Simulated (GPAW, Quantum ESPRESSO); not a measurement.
# B K ELNES/XANES of BAs (F-43m) from DFT, part 3 of 4

Do two independent programs agree on the B K edge of BAs (F-43m)? The same cell and functional are run with XSpectra and with GPAW.

Quantum ESPRESSO 7.5 and GPAW 26.7.0; core-hole supercells, plane-wave PAW PBE.

So far. Step 8 (Spectrum with FCH, B atom 2 (Quantum ESPRESSO)): The hole costs E(hole) − E(ground) = 185.14 eV, and the lowest empty level of the hole cell lies at 9.09 eV, which puts the zero at 194.23 eV. One term is added: -5.59 eV, since the hole is spin-paired here and a spin-polarised one costs that much less in the free atom (computed apart). The photon energy is then 188.64 eV. The functional and the charged cell's background leave an error of a few eV in such absolute values.

### Step 9. Another broadening

Level of this step: X-ray absorption near-edge structure, plane-wave PAW PBE, one-electron final states by a Lanczos continued fraction (Quantum ESPRESSO).

The final state's lifetime shortens with energy, so measured features broaden above the edge; the saved Lanczos coefficients are redrawn with a width that grows.

The input, xspectra_plot.in:

```
&input_xspectra
   calculation='xanes_dipole', edge='K'
   prefix='x', outdir='tmp', xiabs=2, xe0=8.8321
   xonly_plot=.true., x_save_file='xanes.sav'
   xniter=3000, xcheck_conv=20, xerror=0.005
   xcoordcrys=.false., xepsilon(1)=1, xepsilon(2)=0, xepsilon(3)=0
/
&plot
   xnepoint=413, xemin=-10, xemax=45, terminator=.true., cut_occ_states=.true.
   gamma_mode='variable', gamma_energy(1)=4, gamma_energy(2)=25, gamma_value(1)=0.3, gamma_value(2)=2.5
/
&pseudos
   filecore='../B.wfc'
/
&cut_occ
   cut_desmooth=0.1, cut_stepl=0.05, cut_stepu=0.05, cut_ierror=1e-5
/
4 4 4 0 0 0
```

On the command line:

```console
> OMP_NUM_THREADS=1 xspectra.x -in xspectra_plot.in > xspectra_plot.out
```

Numbers of over 12 decimals in the logs are rounded to 6 here.

The log of the run:

```text
     [... banner and references ...]
Reading input_file
     -------------------------------------------------------------------------

     calculation: xanes_dipole

     xonly_plot: TRUE
        => only the spectrum plot

     main plot parameters:
        cut_occ_states: TRUE
        gamma_mode:  variable
        -> first, constant up to point ( 4.00, 0.30) [eV]
        -> then, linear up to point (25.00, 2.50) [eV]
        -> finally, constant up to xemax
        xemin [eV]: -10.00
        xemax [eV]:  45.00
        xnepoint:  413
[...]
xemin [eV]: -10.00
        xemax [eV]:  45.00
        xnepoint:  413
        energy-dependent broadening parameter:
         -> first, constant up to point ( 4.00, 0.30) [eV]
         -> then, linear up to point (25.00, 2.50) [eV]
         -> finally, constant up to xemax
        Core level energy [eV]:  -188.0
         (from electron binding energy of neutral atoms in X-ray data booklet)

     Cross-section successfully written in xanes.dat

     -------------------------------------------------------------------------
                                END JOB XSpectra
     -------------------------------------------------------------------------
[key lines of the parts left out:]
Fermi level [eV]:   8.5759
```

Elapsed: 1.3 s, on 1 MPI rank of AMD EPYC 9R14 (Zen 4), shared host; peak memory 0.04 GiB.

With a Lorentzian half width 0.3 eV up to 4 eV, rising linearly to 2.5 eV at 25 eV (counted from xe0, 0.3 eV below the zero used here), the maxima are 1.0 eV (1.86), 2.8 eV (1.83), 4.2 eV (2.57), 7.9 eV (1.30), 14.4 eV (0.69) and 22.7 eV (0.65).

### Step 10. Supercell with XCH, B atom 2 (Quantum ESPRESSO)

The holes are 6.8 Å apart. The excited electron is kept in the cell, where it fills the lowest empty states and screens the hole.

Changed against the first core-hole run: core hole to XCH.

The input, scf.in:

```
&control
   calculation='scf', prefix='x', pseudo_dir='../pp', outdir='tmp', tprnfor=.true.
/
&system
   ibrav=0, nat=16, ntyp=3, nbnd=40
   ecutwfc=56, ecutrho=360
   occupations='smearing', smearing='gaussian', degauss=0.003
/
&electrons
   conv_thr=1.6e-07, electron_maxstep=120
   mixing_beta=0.5
/
ATOMIC_SPECIES
As 1.0 As.pbe-n-kjpaw.UPF
B0 1.0 B.pbe-n-kjpaw-1sch.UPF
B 1.0 B.pbe-n-kjpaw.UPF
CELL_PARAMETERS angstrom
  0.00000000 4.77700000 4.77700000
  4.77700000 0.00000000 4.77700000
  4.77700000 4.77700000 0.00000000
ATOMIC_POSITIONS crystal
As   0.37500000 0.37500000 0.37500000
As   0.37500000 0.37500000 0.87500000
As   0.37500000 0.87500000 0.37500000
As   0.87500000 0.37500000 0.37500000
As   0.37500000 0.87500000 0.87500000
As   0.87500000 0.37500000 0.87500000
As   0.87500000 0.87500000 0.37500000
As   0.87500000 0.87500000 0.87500000
B0   0.00000000 0.00000000 0.00000000
B    0.00000000 0.00000000 0.50000000
B    0.00000000 0.50000000 0.00000000
B    0.50000000 0.00000000 0.00000000
B    0.00000000 0.50000000 0.50000000
B    0.50000000 0.00000000 0.50000000
B    0.50000000 0.50000000 0.00000000
B    0.50000000 0.50000000 0.50000000
K_POINTS automatic
3 3 3 0 0 0
```

On the command line:

```console
> OMP_NUM_THREADS=1 mpirun --oversubscribe --bind-to none -np 4 pw.x -nk 4 -in scf.in > scf.out
```

The log of the run:

```text
     [... banner and references ...]
[banner, memory and clock lines left out]
using ibrav=0 with symmetry is DISCOURAGED, use correct ibrav instead

     G-vector sticks info

     bravais-lattice index     =            0
     lattice parameter (alat)  =      12.7664  a.u.
     unit-cell volume          =    1471.2698 (a.u.)^3
     number of atoms/cell      =           16
     number of atomic types    =            3
     number of electrons       =        65.00
     number of Kohn-Sham states=           40
     kinetic-energy cutoff     =      56.0000  Ry
     charge density cutoff     =     360.0000  Ry
     scf convergence threshold =      1.6E-07
     mixing beta               =       0.5000
     number of iterations used =            8  plain     mixing
     Exchange-correlation= SLA  PW   PBX  PBC
                           (   1   4   3   4   0   0   0)

     celldm(1)=  12.766419  celldm(2)=   0.000000  celldm(3)=   0.000000
     celldm(4)=   0.000000  celldm(5)=   0.000000  celldm(6)=   0.000000

     crystal axes: (cart. coord. in units of alat)
               a(1) = (   0.000000   0.707107   0.707107 )
               a(2) = (   0.707107   0.000000   0.707107 )
               a(3) = (   0.707107   0.707107   0.000000 )

     reciprocal axes: (cart. coord. in units 2 pi/alat)
               b(1) = ( -0.707107  0.707107  0.707107 )
               b(2) = (  0.707107 -0.707107  0.707107 )
               b(3) = (  0.707107  0.707107 -0.707107 )

     PseudoPot. #1 for As:     Pseudo is Projector augmented-wave + core cor, Zval =  5.0

     ../pp/B.pbe-n-kjpaw-1sch.UPF
     Pseudo is Projector augmented-wave + core cor, Zval =  4.0
[...]
Davidson diagonalization with overlap
     ethr =  8.26E-10,  avg # of iterations =  2.5

     negative rho (up, down):  4.802E-03 0.000E+00

     End of self-consistent calculation

          k = 0.0000 0.0000 0.0000 ( 10417 PWs)   bands (ev):

    -6.8824  -4.2106  -3.9348  -3.9348  -3.9348  -2.6173  -2.6173  -2.6173
    -1.1030  -0.1862  -0.1862  -0.1862   0.1168   0.1409   0.1409   4.1533
     4.1533   4.1533   4.5920   4.5920   4.5920   6.3290   6.3290   6.3290
     6.8466   6.8466   6.8466   6.8620   6.8620   8.4832   8.4832   8.4832
     9.2401  10.0039  10.0039  10.0039  10.0648  10.0648  10.8339  11.3203

     [... bands of 3 further k-points ...]

     the Fermi energy is     9.8163 ev

!    total energy              =   -1501.58941603 Ry
     total all-electron energy =    -36558.950122 Ry
     estimated scf accuracy    <       0.00000006 Ry
     smearing contrib. (-TS)   =      -0.00033835 Ry
     internal energy E=F+TS    =   -1501.58907767 Ry

     The total energy is F=E-TS. E is the sum of the following terms:
     one-electron contribution =      54.80431813 Ry
     hartree contribution      =      11.26995754 Ry
     xc contribution           =    -116.41854379 Ry
     ewald contribution        =    -163.65700652 Ry
     one-center paw contrib.   =   -1287.58780304 Ry

     convergence has been achieved in  11 iterations

     negative rho (up, down):  4.802E-03 0.000E+00

     Forces acting on atoms (cartesian axes, Ry/au):

     atom    1 type  1   force =    -0.00047143   -0.00047143   -0.00047143
     atom    2 type  1   force =     0.00047143    0.00047143   -0.00047143
     atom    3 type  1   force =     0.00047143   -0.00047143    0.00047143
[...]
atom   15 type  3   force =     0.00000000   -0.00000000   -0.00800415
     atom   16 type  3   force =    -0.00000000    0.00000000    0.00000000

     Total force =     0.039970     Total SCF correction =     0.000367

     XML data file, charge density, pseudopotentials, collected wavefunctions
```

Elapsed: 14 s, on 4 MPI ranks; peak memory 0.23 GiB; 54 s of CPU time.

Energy with the hole: -497409.856 eV, cores included.

### Step 11. Excitation energy, B atom 2 (Quantum ESPRESSO)

With the excited electron kept in the cell the system stays neutral, and the energy difference is an excitation energy by itself. In a small cell that electron takes up a good share of the lowest empty band, or all of one, which shifts the value from the true onset.

The total-energy difference is 194.76 eV. With the free-atom term of -5.59 eV for this edge, the photon energy is 189.17 eV.

### Step 12. Ground state of the crystal (GPAW)

The second program starts from its own ground state, on the same cell and functional.

The input, scf.py:

```python
import numpy as np
from ase import Atoms
from ase.parallel import parprint, paropen
from gpaw import GPAW, PW, FermiDirac, Mixer, MixerDif, setup_paths
from gpaw.test import gen
setup_paths.insert(0, '.')
gen('B', name='nch1s', xcname='PBE', corehole=(1, 0, 0), write_xml=True)
from gpaw.mpi import world
world.barrier()

atoms = Atoms('AsB',
    cell=[[0, 2.3885, 2.3885],
     [2.3885, 0, 2.3885],
     [2.3885, 2.3885, 0]],
    scaled_positions=[[0.75, 0.75, 0.75],
     [0, 0, 0]],
    pbc=True)
atoms.calc = calc = GPAW(legacy_gpaw=True, mode=PW(500, force_complex_dtype=True), xc='PBE', setups={1: 'nch1s'},
    kpts={'size': (9, 9, 9), 'gamma': True}, occupations=FermiDirac(0.05),
    charge=0, mixer=Mixer(0.1, 5, 50), maxiter=150,
    convergence={'density': 0.0001, 'eigenstates': 1e-6}, txt='scf.txt')
energy = atoms.get_potential_energy() + calc.get_reference_energy()
ef = calc.get_fermi_level()
out = dict(energy=energy, fermi=ef, forces=atoms.get_forces().tolist())
parprint(f'all-electron energy {energy:.4f} eV, Fermi level {ef:.4f} eV')
ev = np.array([[calc.get_eigenvalues(k, s) for k in range(len(calc.get_ibz_k_points()))] for s in range(calc.get_number_of_spins())])
out['homo'], out['lumo'], out['counts'] = ev[ev < ef].max(), ev[ev > ef].min(), sorted(set((ev < ef).sum((0, 2)).tolist()))
out['filled'] = (ev[:, 0] < ef).sum(1).tolist()
import json
with paropen('out.json', 'w') as f:
    json.dump(out, f)
```

On the command line:

```console
> OMP_NUM_THREADS=1 mpirun -n 4 gpaw python scf.py
```

The log of the run:

```text
Input parameters:
  convergence: {density: 0.0001,
                eigenstates: 1e-06}
  kpts: {gamma: True,
         size: (9, 9, 9)}
  maxiter: 150
  mixer: {backend: pulay,
          beta: 0.1,
          method: separate,
          nmaxold: 5,
          weight: 50}
  mode: {ecut: 500.0,
         force_complex_dtype: True,
         name: pw}
  occupations: {fixmagmom: False,
                name: fermi-dirac,
[...]
--------------------------------
2s(2) :    -0.347030     1.005232
*s    :     0.652970
2p(1) :    -0.132526     0.982729
*p    :     0.867474
*d    :     0.000000
--------------------------------

Diagonalizing with gridspacing h=0.050

state   all-electron     PAW
-------------------------------
2s:      -0.347030    -0.347449
2p:      -0.132526    -0.132867
*d:                    0.040435
*f:                    0.071313
-------------------------------
all-electron energy -62183.8568 eV, Fermi level 8.5684 eV
[key lines of the parts left out:]
Converged after 11 iterations.
Dipole moment: (4.034631, 4.034631, 4.034631) |e|*Ang
Free energy:    -11.393590
Fermi level: 8.56835
```

Wall time 3.8 s (4 MPI ranks); peak memory 0.16 GiB; 14 s of CPU time.

The mesh shows a gap of 1.23 eV, so the hole is first treated in a charged cell, without the excited electron.

### Step 13. Spectrum without a core hole, B atom 2 (GPAW)

Without a hole the spectrum is the empty density of states of the right symmetry on the absorber, weighted by matrix elements. It needs only the small cell and serves as the baseline. The data set with a hole of occupation 0 only carries the core orbital.

The input, xas.py:

```python
import numpy as np
from ase import Atoms
from ase.parallel import parprint, paropen
from gpaw import GPAW, PW, FermiDirac, Mixer, MixerDif, setup_paths
from gpaw.test import gen
setup_paths.insert(0, '.')
gen('B', name='nch1s', xcname='PBE', corehole=(1, 0, 0), write_xml=True)
from gpaw.mpi import world
world.barrier()

atoms = Atoms('AsB',
    cell=[[0, 2.3885, 2.3885],
     [2.3885, 0, 2.3885],
     [2.3885, 2.3885, 0]],
    scaled_positions=[[0.75, 0.75, 0.75],
     [0, 0, 0]],
    pbc=True)
atoms.calc = calc = GPAW(legacy_gpaw=True, mode=PW(500, force_complex_dtype=True), xc='PBE', setups={1: 'nch1s'},
    kpts={'size': (9, 9, 9), 'gamma': True}, occupations=FermiDirac(0.02),
    charge=0, mixer=Mixer(0.1, 5, 50), maxiter=150,
    convergence={'density': 0.0001, 'eigenstates': 1e-6}, txt='scf.txt')
energy = atoms.get_potential_energy() + calc.get_reference_energy()
ef = calc.get_fermi_level()
out = dict(energy=energy, fermi=ef, forces=atoms.get_forces().tolist())
parprint(f'all-electron energy {energy:.4f} eV, Fermi level {ef:.4f} eV')
ev = np.array([[calc.get_eigenvalues(k, s) for k in range(len(calc.get_ibz_k_points()))] for s in range(calc.get_number_of_spins())])
out['homo'], out['lumo'], out['counts'] = ev[ev < ef].max(), ev[ev > ef].min(), sorted(set((ev < ef).sum((0, 2)).tolist()))
out['filled'] = (ev[:, 0] < ef).sum(1).tolist()

from ase.units import Ha
from gpaw.xas import dipole_matrix_elements
nb = int(calc.get_number_of_electrons() / 2) + 20
top = nb
nscf = calc.fixed_density(kpts={'size': (8, 8, 8), 'gamma': True},
    convergence={'eigenstates': 1.0}, txt='nscf.txt')
nscf.diagonalize_full_hamiltonian(nbands=nb)
cell = atoms.cell.array
ops = [cell.T @ U.T @ np.linalg.inv(cell.T) for U in nscf.wfs.kd.symmetry.op_scc]
filled = [4]  # bands filled in the ground state, by spin
E = np.arange(-25, 34, 0.1)
fwhm = np.interp(E, [4, 25], [0.9, 3.5])
Y, X, zero, highest = 0, 0, 1e9, 1e9
for spin in range(nscf.get_number_of_spins()):
    wfs = nscf.wfs
    mine = wfs.bd.get_slice()  # this rank's bands
    A = dipole_matrix_elements(wfs.setups[1])
    eps = np.zeros((wfs.kd.nibzkpts, nb))
    d = np.zeros((3, A.shape[1], wfs.kd.nibzkpts, nb), complex)
    for kpt in wfs.kpt_u:
        if kpt.s == spin and 1 in kpt.P_ani:
            eps[kpt.k, mine] = kpt.eps_n * Ha
            d[:, :, kpt.k, mine] = (kpt.weight * wfs.nspins / 2) ** 0.5 * np.inner(A, kpt.P_ani[1])
    world.sum(eps)
    world.sum(d)
    T = np.einsum('amkn,bmkn->abkn', d, d.conj()).real
    T = sum(np.einsum('ai,ijkn,bj->abkn', R, T, R) for R in ops) / len(ops)
    empty = np.ones_like(eps, bool) & (np.arange(nb) >= filled[spin])
    zero, highest = min(zero, eps[empty].min()), min(highest, eps[:, top - 1].min())
    lines = [(eps, T, empty)] if spin == 0 else lines + [(eps, T, empty)]
for eps, T, empty in lines:
    f = np.einsum('aakn->akn', T).reshape(3, -1)
    x = eps.ravel() - zero
    w = np.interp(x, E, fwhm) / 2.35482
    g = np.exp(-0.5 * ((E[:, None] - x) / w) ** 2) / (w * (2 * np.pi) ** 0.5)
    Y = Y + (f * empty.ravel()) @ g.T
    X = X + (f * ~empty.ravel()) @ g.T
out.update(E=E.round(2).tolist(), xas=Y.tolist(), xes=X.tolist(), zero=zero, valid=highest - zero, nk=len(eps), nb=nb)
for i in range(0, len(E), 10):
    parprint(f'{E[i]:7.2f}', *(f'{v:10.3e}' for v in Y[:, i]))
import json
with paropen('out.json', 'w') as f:
    json.dump(out, f)
```

On the command line:

```console
> OMP_NUM_THREADS=1 mpirun -n 4 gpaw python xas.py
```

The log of the run:

```text
Input parameters:
  convergence: {density: 0.0001,
                eigenstates: 1e-06}
  kpts: {gamma: True,
         size: (9, 9, 9)}
  maxiter: 150
  mixer: {backend: pulay,
          beta: 0.1,
          method: separate,
          nmaxold: 5,
          weight: 50}
  mode: {ecut: 500.0,
         force_complex_dtype: True,
         name: pw}
  occupations: {fixmagmom: False,
                name: fermi-dirac,
[...]
*p    :     0.867474
*d    :     0.000000
--------------------------------

Diagonalizing with gridspacing h=0.050

state   all-electron     PAW
-------------------------------
2s:      -0.347030    -0.347449
2p:      -0.132526    -0.132867
*d:                    0.040435
*f:                    0.071313
-------------------------------
all-electron energy -62183.8568 eV, Fermi level 8.4578 eV
[...]
32.00  3.443e-04  3.443e-04  3.443e-04
  33.00  3.133e-04  3.133e-04  3.133e-04
[key lines of the parts left out:]
Converged after 11 iterations.
Dipole moment: (4.034631, 4.034631, 4.034631) |e|*Ang
Free energy:    -11.393590
Fermi level: 8.45783
```

Wall time 6.8 s (4 MPI ranks); peak memory 0.22 GiB.

The B K spectrum, B atom 2, no core hole (energy from the lowest empty level; intensity scaled to a mean of 1 over the first 20 eV):

```
E (eV)  intensity
  -2.0       0.00
  -1.5       0.00
  -1.0       0.00
  -0.5       0.01
   0.0       0.07
   0.5       0.18
   1.0       0.32
   1.5       0.73
   2.0       1.19
   2.5       1.43
   3.0       1.09
   3.5       1.05
   4.0       1.39
   4.5       1.55
   5.0       1.46
   5.5       1.44
   6.0       1.62
   6.5       1.54
   7.0       1.23
   7.5       1.14
   8.0       1.29
   8.5       1.38
   9.0       1.40
   9.5       1.42
  10.0       1.50
  10.5       1.60
  11.0       1.49
  11.5       1.16
  12.0       0.84
  12.5       0.69
  13.0       0.71
  13.5       0.80
  14.0       0.90
  14.5       0.97
  15.0       0.98
  15.5       0.90
  16.0       0.76
  16.5       0.59
  17.0       0.47
  17.5       0.43
  18.0       0.43
  18.5       0.46
  19.0       0.49
  19.5       0.53
  20.0       0.57
  20.5       0.61
  21.0       0.66
  21.5       0.72
  22.0       0.76
  22.5       0.80
  23.0       0.81
  23.5       0.81
  24.0       0.80
  24.5       0.77
  25.0       0.75
  25.5       0.74
  26.0       0.74
  26.5       0.74
  27.0       0.74
  27.5       0.74
  28.0       0.74
  28.5       0.74
  29.0       0.73
  29.5       0.73
  30.0       0.72
  30.5       0.70
  31.0       0.68
```

Main maxima below 24 eV (height): 2.5 eV (1.43), 4.6 eV (1.56), 6.1 eV (1.64), 10.6 eV (1.60), 14.8 eV (0.98) and 23.2 eV (0.81). 

The same matrix elements for filled bands give the B K emission of B atom 2 (ground-state approximation; energy from the lowest empty level, largest value 1):

```
E (eV)  emission
-24.00      0.00
-23.25      0.00
-22.50      0.00
-21.75      0.00
-21.00      0.00
-20.25      0.00
-19.50      0.00
-18.75      0.00
-18.00      0.00
-17.25      0.00
-16.50      0.00
-15.75      0.01
-15.00      0.03
-14.25      0.06
-13.50      0.11
-12.75      0.14
-12.00      0.04
-11.25      0.00
-10.50      0.01
 -9.75      0.08
 -9.00      0.16
 -8.25      0.13
 -7.50      0.17
 -6.75      0.42
 -6.00      0.62
 -5.25      0.84
 -4.50      0.99
 -3.75      0.94
 -3.00      0.83
 -2.25      0.40
 -1.50      0.17
 -0.75      0.02
  0.00      0.00
  0.75      0.00
  1.50      0.00
  2.25      0.00
  3.00      0.00
```

Emission maxima: -12.8 eV (0.14) and -4.2 eV (1.00).

### Step 14. Reference energy of the supercell (GPAW)

Total energies of two programs can't be mixed, so the cell and mesh of GPAW's hole run get a reference energy of their own.

Edit scf.py of step 12 so:

```diff
@@ -10,11 +10,25 @@
 
-atoms = Atoms('AsB',
-    cell=[[0, 2.3885, 2.3885],
-     [2.3885, 0, 2.3885],
-     [2.3885, 2.3885, 0]],
-    scaled_positions=[[0.75, 0.75, 0.75],
-     [0, 0, 0]],
+atoms = Atoms('As8B8',
+    cell=[[0, 4.777, 4.777],
+     [4.777, 0, 4.777],
+     [4.777, 4.777, 0]],
+    scaled_positions=[[0.375, 0.375, 0.375],
+     [0.375, 0.375, 0.875],
+     [0.375, 0.875, 0.375],
+     [0.875, 0.375, 0.375],
+     [0.375, 0.875, 0.875],
+     [0.875, 0.375, 0.875],
+     [0.875, 0.875, 0.375],
+     [0.875, 0.875, 0.875],
+     [0, 0, 0],
+     [0, 0, 0.5],
+     [0, 0.5, 0],
+     [0.5, 0, 0],
+     [0, 0.5, 0.5],
+     [0.5, 0, 0.5],
+     [0.5, 0.5, 0],
+     [0.5, 0.5, 0.5]],
     pbc=True)
-atoms.calc = calc = GPAW(legacy_gpaw=True, mode=PW(500, force_complex_dtype=True), xc='PBE', setups={1: 'nch1s'},
-    kpts={'size': (9, 9, 9), 'gamma': True}, occupations=FermiDirac(0.05),
+atoms.calc = calc = GPAW(legacy_gpaw=True, mode=PW(500, force_complex_dtype=True), xc='PBE', setups={8: 'nch1s'},
+    kpts={'size': (3, 3, 3), 'gamma': True}, occupations=FermiDirac(0.02),
     charge=0, mixer=Mixer(0.1, 5, 50), maxiter=150,
```

On the command line:

```console
> OMP_NUM_THREADS=1 mpirun -n 4 gpaw python scf.py
```

The log of the run:

```text
Input parameters:
  convergence: {density: 0.0001,
                eigenstates: 1e-06}
  kpts: {gamma: True,
         size: (3, 3, 3)}
  maxiter: 150
  mixer: {backend: pulay,
          beta: 0.1,
          method: separate,
          nmaxold: 5,
          weight: 50}
  mode: {ecut: 500.0,
         force_complex_dtype: True,
         name: pw}
  occupations: {fixmagmom: False,
                name: fermi-dirac,
[...]
2s(2) :    -0.347030     1.005232
*s    :     0.652970
2p(1) :    -0.132526     0.982729
*p    :     0.867474
*d    :     0.000000
--------------------------------

Diagonalizing with gridspacing h=0.050

state   all-electron     PAW
-------------------------------
2s:      -0.347030    -0.347449
2p:      -0.132526    -0.132867
*d:                    0.040435
*f:                    0.071313
-------------------------------
all-electron energy -497470.7089 eV, Fermi level 8.5456 eV
[key lines of the parts left out:]
Converged after 18 iterations.
Dipole moment: (32.252799, 32.252799, 32.252799) |e|*Ang
Free energy:    -91.003509
Fermi level: 8.54560
```

The job ended after 11 s (4 MPI ranks; peak memory 0.28 GiB; 42 s of CPU time).

Reference energy: -497470.709 eV with the cores included.

(Continued in part 4 of 4.)

[Banner, clock and machine lines of the logs are left out without a mark of their own.]

[Logs are printed without paths, hosts, clocks, repeated set-up lines and the standing remarks that a program may print on its own settings, such as how far it seeks lower states.]

[Hosts, paths, dates, database ids (printed as entryN), source tags and the programs' standing remarks are cut or masked in the printed files.]

[Lists of maxima count a maximum above −3 eV only where it reaches 4 % of the highest in the window and stands out from its surroundings by 2 % of it (1.5 % where it reaches 55 %); shoulders and weaker maxima are passed over, and of the rest the first, up to two pre-edge ones and the few strongest are named.]
